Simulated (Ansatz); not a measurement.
**LaGaH6: complex band structure**

A new crystal, LaGaH6: structure, gap and complex bands. It is built by putting Ga for Al in the LaAlH6 structure of space group R-3m, with the volume rescaled by atomic radii. The parent structure comes from the Materials Project.

Main program and level: Ansatz 0.2.0; LDA DFT, plane waves, PAW files, in the first sound run; inputs show where later runs differ.

Report form: the programs' logs are mostly left out.

The structure was built from a prototype and need not be the compound's stable phase.

## 1. Set-up

It takes space group R-3m (No. 166, trigonal). Conventional cell: a = 6.524 Å, b = 6.524 Å, c = 6.299 Å, α = 90.00°, β = 90.00°, γ = 120.00°. Nearest to La lie 12 H at 2.44 Å. Nearest to Ga lie 6 H at 1.72 Å. Nearest to H lie 1 Ga at 1.72 Å and 5 H at 2.29 to 2.44 Å and 2 La at 2.44 Å. It derives from LaAlH6. Ga for Al in the LaAlH6 structure of space group R-3m. Farther neighbours are not listed.

## 2. Cell and atoms at rest

The substituted atoms don't fit the parent's cell, so cell and atoms relax together. A small smearing keeps the run stable in case the gap closes on the way.

File input.yaml:

```yaml
crystal:
  lattice:
    - [3.2620281384, 1.8833328238, 2.0997228505]
    - [-3.2620281384, 1.8833328238, 2.0997228505]
    - [0.0, -3.7666656476, 2.0997228505]
  atoms:
    - { symbol: La, position: [0.5, 0.5, 0.5] }
    - { symbol: Ga, position: [0.0, 0.0, 0.0] }
    - { symbol: H, position: [0.93995012, 0.29182287, 0.29182287] }
    - { symbol: H, position: [0.29182287, 0.93995012, 0.29182287] }
    - { symbol: H, position: [0.29182287, 0.29182287, 0.93995012] }
    - { symbol: H, position: [0.06004988, 0.70817713, 0.70817713] }
    - { symbol: H, position: [0.70817713, 0.06004988, 0.70817713] }
    - { symbol: H, position: [0.70817713, 0.70817713, 0.06004988] }
kpoints:
  mp_grid: { grid: [6, 6, 6] }
scf:
  occupations: { method: gaussian, width: 0.03 }
hamiltonian:
  xc: lda
output:
  forces: true
  stress: true
relax:
  f_tol: 0.02
  max_steps: 60
  cell: {}
```

Run with:

```sh
$ ansatz run input.yaml --threads 2 --pin off --max-ram 4096MiB --backend cpu --events-out ev --progress --plain --runs-dir out
```

It took 9.1 s on 2 threads of Arm Neoverse V2, shared host; peak memory 0.39 GiB; 18 s of CPU time.

Relaxation path:

```
step  energy less that of the first step (eV)  largest force component (eV/Å)  pressure (GPa)  volume (Å³)
   1                                   0.0000                          0.1608           -2.89        77.40
   2                                   0.0539                          0.1888            5.70        68.97
   3                                  -0.0607                          0.0215           -0.22        73.89
   4                                  -0.0614                          0.0036            0.06        73.59
   5                                  -0.0614                          0.0042           -0.05        73.66
   6                                  -0.0614                          0.0000            0.00        73.63
  7*                                  -0.0585                          0.0003           -0.03        73.63
```

Relaxation steps marked * repeat the geometry before them on a plane-wave basis chosen anew for their cell, so energy and pressure can jump there. Relaxation step 2 was tried and not accepted.

Forces are held to the 12 operations that the run works with; a distortion that breaks them can't arise in this run.

```
conventional cell, symmetrised  before  after  change
                         a (Å)   6.524  6.418  -1.6 %
                         b (Å)   6.524  6.418  -1.6 %
                         c (Å)   6.299  6.193  -1.7 %
              volume (Å³/atom)    9.67   9.20  -4.9 %
```

The atoms that moved most (Å, as changes of fractional coordinates times the final cell):

```
atom      dx      dy      dz  length
  H5   0.000   0.025   0.026   0.036
  H4   0.022  -0.013   0.026   0.036
  H3  -0.022  -0.013   0.026   0.036
  H8   0.000  -0.025  -0.026   0.036
  H6   0.022   0.013  -0.026   0.036
  H7  -0.022   0.013  -0.026   0.036
```

The relaxed structure:

```cif
data_structure
_symmetry_space_group_name_H-M 'P 1'
_symmetry_Int_Tables_number 1
_cell_length_a 4.2415
_cell_length_b 4.2415
_cell_length_c 4.2415
_cell_angle_alpha 98.321
_cell_angle_beta 98.321
_cell_angle_gamma 98.321
_cell_volume 73.63
loop_
_atom_site_label
_atom_site_type_symbol
_atom_site_fract_x
_atom_site_fract_y
_atom_site_fract_z
_atom_site_occupancy
La1 La 0.50000 0.50000 0.50000 1
Ga2 Ga 0.00000 0.00000 0.00000 1
H3 H 0.93955 0.29823 0.29823 1
H4 H 0.29823 0.93955 0.29823 1
H5 H 0.29823 0.29823 0.93955 1
H6 H 0.06045 0.70177 0.70177 1
H7 H 0.70177 0.06045 0.70177 1
H8 H 0.70177 0.70177 0.06045 1
```

This step gave:

```
free energy  : -9878.8667 eV
Fermi energy : 7.625 eV
pressure     : -0.02967 GPa
```

The largest force component on a free atom ends at 2.8e-4 eV/Å.

## 3. Band edges

The energy window and the wavevectors of the next steps follow from the band edges, so these are searched first, off the mesh as well.

File input.yaml:

```yaml
crystal:
  lattice:
    - [3.2088967538, 1.8526574046, 2.0642271761]
    - [-3.2088967538, 1.8526574046, 2.0642271761]
    - [0.0, -3.7053148092, 2.0642271761]
  atoms:
    - { symbol: La, position: [0.5, 0.5, 0.5] }
    - { symbol: Ga, position: [0.0, 0.0, 0.0] }
    - { symbol: H, position: [0.9395451596, 0.2982251013, 0.2982251013] }
    - { symbol: H, position: [0.2982251013, 0.9395451596, 0.2982251013] }
    - { symbol: H, position: [0.2982251013, 0.2982251013, 0.9395451596] }
    - { symbol: H, position: [0.0604548404, 0.7017748987, 0.7017748987] }
    - { symbol: H, position: [0.7017748987, 0.0604548404, 0.7017748987] }
    - { symbol: H, position: [0.7017748987, 0.7017748987, 0.0604548404] }
kpoints:
  mp_grid: { grid: [6, 6, 6] }
  band_path: { path: [VBM, CBM], npoints: 30 }
scf:
  occupations: { method: fixed }
hamiltonian:
  xc: lda
output:
  eigenvalues: true
  write_potential: true
  write_density: true
  volumetric_format: npy
  elf: true
```

Run time: 4.6 s. Hardware: 2 threads; peak memory 0.36 GiB.

Numbers from this step:

| Property | Result |
| --- | --- |
| Fermi energy | 7.021 eV |
| gap on the k-mesh | 1.208 eV |
| gap on path | 1.208 eV, by band count; negative where bands overlap |
| direct gap on path | 2.560 eV |
| edge places on path | 0, 0.7595 1/A along the path |

Electronic bands along the path, in eV, zero at the Fermi level (highest filled level under fixed occupations); v1 is the highest filled band, c1 the lowest empty one:

```
  point     v4     v3     v2     v1    c1    c2    c3    c4
    VBM  -3.69  -3.47  -0.21   0.00  2.56  2.98  3.16  3.30
halfway  -3.41  -2.93  -1.23  -1.19  2.35  2.88  3.28  3.29
    CBM  -2.68  -2.44  -2.44  -2.20  1.21  3.20  3.33  3.40
```

Valence density in the ab plane of the conventional cell at fractional z = 0.155, with atoms of La and H within 0.2 Å of it. It is the smooth field of the valence electrons, not physical close to the nuclei.

Values in e/Å³, 9 rows by 16 columns, each cell a mean:
```
0.4 0.7 0.9 0.4 0.2 0.1 0.2 0.3 0.2 0.1 0.1 0.4 0.8 0.7 0.4 0.3
0.4 0.7 0.5 0.3 0.4 0.8 1.1 1.0 0.5 0.2 0.3 0.6 0.7 0.3 0.2 0.2
0.1 0.1 0.3 0.8 1.5 1.5 1.6 1.5 0.6 0.2 0.1 0.1 0.1 0.1 0.1 0.1
0.2 0.2 0.6 1.4 1.6 1.6 1.4 0.7 0.2 0.2 0.2 0.1 0.1 0.1 0.1 0.2
0.3 0.2 0.4 0.7 0.8 0.6 0.3 0.3 0.8 1.0 0.4 0.2 0.2 0.4 1.0 0.8
0.1 0.1 0.2 0.3 0.2 0.1 0.1 0.4 0.7 0.5 0.3 0.3 0.3 0.5 0.6 0.3
0.2 0.7 0.9 0.4 0.1 0.1 0.1 0.1 0.2 0.3 0.3 0.2 0.2 0.1 0.1 0.1
0.4 0.7 0.5 0.2 0.1 0.0 0.1 0.2 0.6 0.9 0.4 0.2 0.1 0.0 0.1 0.2
0.4 0.3 0.3 0.2 0.1 0.1 0.1 0.4 0.9 0.6 0.2 0.1 0.1 0.2 0.2 0.3
```
Columns run along a (6.4 Å), rows up along b (6.4 Å), edges of the conventional cell, whose origin can differ from the input's. Atoms in or near the plane, at fractional coordinates: La at (0.33, 0.67), H at (0.76, 0.88), H at (0.12, 0.88), H at (0.12, 0.24), H at (0.91, 0.45), H at (0.55, 0.45), H at (0.55, 0.09).

Electrostatic potential energy in the ab plane of the conventional cell at fractional z = 0.155, with atoms of La and H within 0.2 Å of it. With pseudopotentials it is smooth inside the atoms' cores, unlike the true potential.

Ten even steps from '_' (-37 eV) to '@' (12 eV), each cell a mean:
```
##%%##%%@@@@@@@@%%@@@@@@@@%%##%%%%##
%%**..**@@@@%%%%##%%%%@@%%--::##%%%%
%%++==%%%%##++==++**%%@@##--**@@@@@@
@@%%%%%%**--____..++%%@@@@%%@@@@@@@@
@@@@%%##::__::____++%%@@@@@@@@@@@@@@
@@@@%%==__--++__::##%%@@@@@@@@@@@@@@
@@%%##::__......++%%@@@@@@@@@@@@@@@@
@@%%**--____::++%%%%%%%%@@@@@@@@@@%%
%%%%##**++++##%%%%++::##@@@@@@##::==
@@@@%%%%%%%%@@@@%%..--%%%%%%%%==..**
@@@@@@%%@@@@@@@@%%##%%%%%%%%%%##%%@@
@@@@####@@@@@@@@@@@@%%%%%%%%@@@@@@@@
@@**..**@@@@@@@@@@@@%%%%%%@@@@@@@@@@
@@++++%%@@@@@@@@@@@@%%%%@@@@@@@@@@@@
%%%%%%@@@@@@@@@@@@**::##@@@@@@@@@@@@
%%%%%%@@@@@@@@@@%%..::%%@@@@@@@@@@%%
##%%%%@@@@@@@@@@%%##%%@@@@@@@@@@%%##
```
Columns run along a (6.4 Å; values clipped at the 3rd and 97th percentile), rows up along b (6.4 Å), edges of the conventional cell, whose origin can differ from the input's. Atoms in or near the plane, at fractional coordinates: La at (0.33, 0.67), H at (0.76, 0.88), H at (0.12, 0.88), H at (0.12, 0.24), H at (0.91, 0.45), H at (0.55, 0.45), H at (0.55, 0.09).

ELF in the ab plane of the conventional cell at fractional z = 0.155, with atoms of La and H within 0.2 Å of it. It is the smooth field of the valence electrons, not physical close to the nuclei.

Ten even steps from '0' (0.04) to '9' (1.00), each cell a mean:
```
258982024421489842
599961123102899842
899733576424999634
896347778624897315
431476247612331002
102661057400100000
314763476234410135
624777752589722689
723566325999635999
501221049997337999
114541159974237996
279972146532235641
799972012234322102
899840003688620004
676410027999720014
333221059998401222
224662159984136632
```
Columns run along a (6.4 Å), rows up along b (6.4 Å), edges of the conventional cell, whose origin can differ from the input's. Atoms in or near the plane, at fractional coordinates: La at (0.33, 0.67), H at (0.76, 0.88), H at (0.12, 0.88), H at (0.12, 0.24), H at (0.91, 0.45), H at (0.55, 0.45), H at (0.55, 0.09).

The searched edges give 1.21 eV, as on the mesh.

## 4. Complex bands, plane (001)

This step: LDA DFT, plane waves, PAW files; complex bands by layer matching along the plane's normal (Ansatz 0.2.0).

The same crystal is laid in a cell whose first two vectors span the (001) plane (indices of the standard conventional cell, whose axes can be ordered otherwise than in the bulk input). At fixed energy and wavevector in the plane the solver finds all kz, real and complex. A few wavevectors are listed, (0, 0) and (-0.5, 0) in units of the plane's reciprocal vectors; the slowest state needn't be among them.

File input.yaml:

```yaml
crystal:
  lattice:
    - [6.417793508, 0.0, 0.0]
    - [3.208896754, 5.557972214, 0.0]
    - [3.208896754, 1.852657405, 2.064227176]
  atoms:
    - { symbol: La, position: [0.5, 0.5, 0.5] }
    - { symbol: Ga, position: [0.0, 0.0, 0.0] }
    - { symbol: H, position: [0.7017748987, 0.7017748987, 0.5359953622] }
    - { symbol: H, position: [0.0604548404, 0.7017748987, 0.5359953622] }
    - { symbol: H, position: [0.7017748987, 0.0604548404, 0.5359953622] }
    - { symbol: H, position: [0.2982251013, 0.2982251013, 0.4640046378] }
    - { symbol: H, position: [0.9395451596, 0.2982251013, 0.4640046378] }
    - { symbol: H, position: [0.2982251013, 0.9395451596, 0.4640046378] }
kpoints:
  mp_grid: { grid: [12, 12, 12] }
scf:
  occupations: { method: fixed }
hamiltonian:
  xc: lda
output:
  eigenvalues: true
  transmission:
    leads: [[0, 0]]
    kpoints: [[0.0, 0.0], [-0.5, 0.0]]
    e_range: [-1.0, 2.21]
    de: 0.08
```

It took 57 s on 2 threads; peak memory 0.91 GiB; 1.9 min of CPU time.

Numbers from this step:

```
level to which the leads are filled                       : 0.6038 eV from the Fermi level
decay constant at the filling level, zone centre          : 0.2164 Å⁻¹
decay constant at the filling level, slowest listed point : 0.1787 Å⁻¹
```

K parallel (0, 0); values up to 1.5 1/Å, a degenerate pair printed once or twice; energies at which all values exceed this have no row. Table of Im kz of the slowest decaying states by energy, zero at the highest filled level on the SCF mesh:

```
energy (eV)  decay 1 (Å⁻¹)  decay 2 (Å⁻¹)  decay 3 (Å⁻¹)  decay 4 (Å⁻¹)
      -1.00          0.233          0.343          0.364          0.892
      -0.76          0.248          0.347          0.428          0.842
      -0.52          0.259          0.349          0.472          0.791
      -0.28          0.267          0.349          0.505          0.737
      -0.12         0.0908          0.271          0.349          0.523
      -0.04          0.118          0.273          0.348          0.531
       0.12          0.155          0.275          0.347          0.545
       0.36          0.192          0.274          0.344          0.563
       0.60          0.216          0.265          0.339          0.514
       0.84          0.233          0.239          0.332          0.448
       1.08          0.162          0.245          0.324          0.393
       1.32          0.251          0.313          0.361          0.605
       1.48          0.253          0.304          0.349          0.609
       1.72          0.251          0.287          0.339          0.614
       1.96          0.245          0.264          0.331          0.618
       2.20          0.228          0.232          0.326          0.623
```

K parallel (0, 0). Re kz of states that move upwards against energy, zero at the highest filled level on the SCF mesh:

```
energy (eV)  channel 1 (Å⁻¹)  channel 2 (Å⁻¹)  channel 3 = channel 4 (Å⁻¹)
      -1.00           -0.917           -0.917                        0.322
      -0.92           -0.889           -0.889                        0.339
      -0.76           -0.838           -0.838                        0.375
      -0.68           -0.812           -0.812                        0.395
      -0.52           -0.760           -0.760                        0.437
      -0.44           -0.732           -0.732                        0.461
      -0.36           -0.700           -0.700                        0.490
      -0.20                -                -                            -
      -0.12                -                -                            -
      -0.04                -                -                            -
       0.12                -                -                            -
       0.20                -                -                            -
       0.36                -                -                            -
       0.44                -                -                            -
       0.52                -                -                            -
       0.68                -                -                            -
       0.76                -                -                            -
       0.84                -                -                            -
       1.00                -                -                            -
       1.08                -                -                            -
       1.24           0.0880                -                            -
       1.32            0.167                -                            -
       1.40            0.223                -                            -
       1.56            0.310                -                            -
       1.64            0.348                -                            -
       1.72            0.382                -                            -
       1.88            0.445                -                            -
       1.96            0.475                -                            -
       2.12            0.530                -                            -
       2.20            0.557                -                            -
```

K parallel (-0.5, 0); values up to 1.5 1/Å, a degenerate pair printed once or twice; energies at which all values exceed this have no row. Im kz of the slowest decaying states against energy, zero at the highest filled level on the SCF mesh:

```
energy (eV)  decay 1 (Å⁻¹)  decay 2 (Å⁻¹)  decay 3 (Å⁻¹)  decay 4 (Å⁻¹)
      -1.00         0.0905          0.312          0.331          0.406
      -0.84          0.177          0.306          0.340          0.372
      -0.68          0.216          0.300          0.306          0.348
      -0.52          0.240          0.247          0.295          0.354
      -0.36          0.258          0.296          0.308          0.360
      -0.20         0.0260          0.269          0.300          0.345
      -0.04         0.0936          0.277          0.305          0.368
       0.12          0.126          0.151          0.281          0.310
       0.28          0.149          0.219          0.281          0.314
       0.44          0.166          0.264          0.279          0.318
       0.60          0.179          0.273          0.297          0.321
       0.76          0.189          0.264          0.322          0.323
       0.92          0.196          0.252          0.323          0.344
       1.08          0.202          0.235          0.324          0.352
       1.24          0.205          0.213          0.323          0.336
       1.40          0.183          0.206          0.312          0.322
       1.56          0.140          0.206          0.279          0.319
       1.72         0.0595          0.204          0.233          0.316
       1.88          0.165          0.199          0.312          0.415
       2.04          0.191          0.306          0.421          0.444
       2.20         0.0652          0.180          0.299          0.425
```

K parallel (-0.5, 0). Table of Re kz of states that move upwards by energy, zero at the highest filled level on the SCF mesh:

```
energy (eV)  channel 1 (Å⁻¹)  channel 2 (Å⁻¹)  channel 3 (Å⁻¹)
      -1.00            -1.47           -0.176            0.269
      -0.92            -1.43           -0.114            0.285
      -0.76            -1.33          -0.0232            0.317
      -0.68            -1.25           0.0189            0.334
      -0.52            0.106            0.371                -
      -0.44            0.151            0.391                -
      -0.36            0.197            0.415                -
      -0.20            0.291                -                -
      -0.12            0.345                -                -
      -0.04            0.417                -                -
       0.12                -                -                -
       0.20                -                -                -
       0.36                -                -                -
       0.44                -                -                -
       0.52                -                -                -
       0.68                -                -                -
       0.76                -                -                -
       0.84                -                -                -
       1.00                -                -                -
       1.08                -                -                -
       1.24                -                -                -
       1.32                -                -                -
       1.40                -                -                -
       1.56                -                -                -
       1.64                -                -                -
       1.72                -                -                -
       1.88            -1.42           -0.357                -
       1.96            -1.38           -0.322                -
       2.12            -1.29           -0.838           -0.265
       2.20           -0.239                -                -
```

At the listed wavevectors the last open channel is at -0.04 eV and the next at +1.24 eV on the grid. At +0.60 eV, the grid energy nearest the filling level (the middle of the gap on the SCF mesh), the slowest state at the listed wavevectors decays with κ = 0.179 Å⁻¹, its amplitude falling by e over 5.6 Å. Through 1 nm of this crystal that state's transmission falls by exp(−2 × 0.179 Å⁻¹ × 10 Å) = 0.028.

(Continued in part 2 of 2.)

[Logs are printed without paths, hosts, clocks, repeated set-up lines and the standing remarks that a program may print on its own settings, such as how far it seeks lower states.]

[Hosts, paths, dates, database ids (printed as entryN), source tags and the programs' standing remarks are cut or masked in the printed files.]
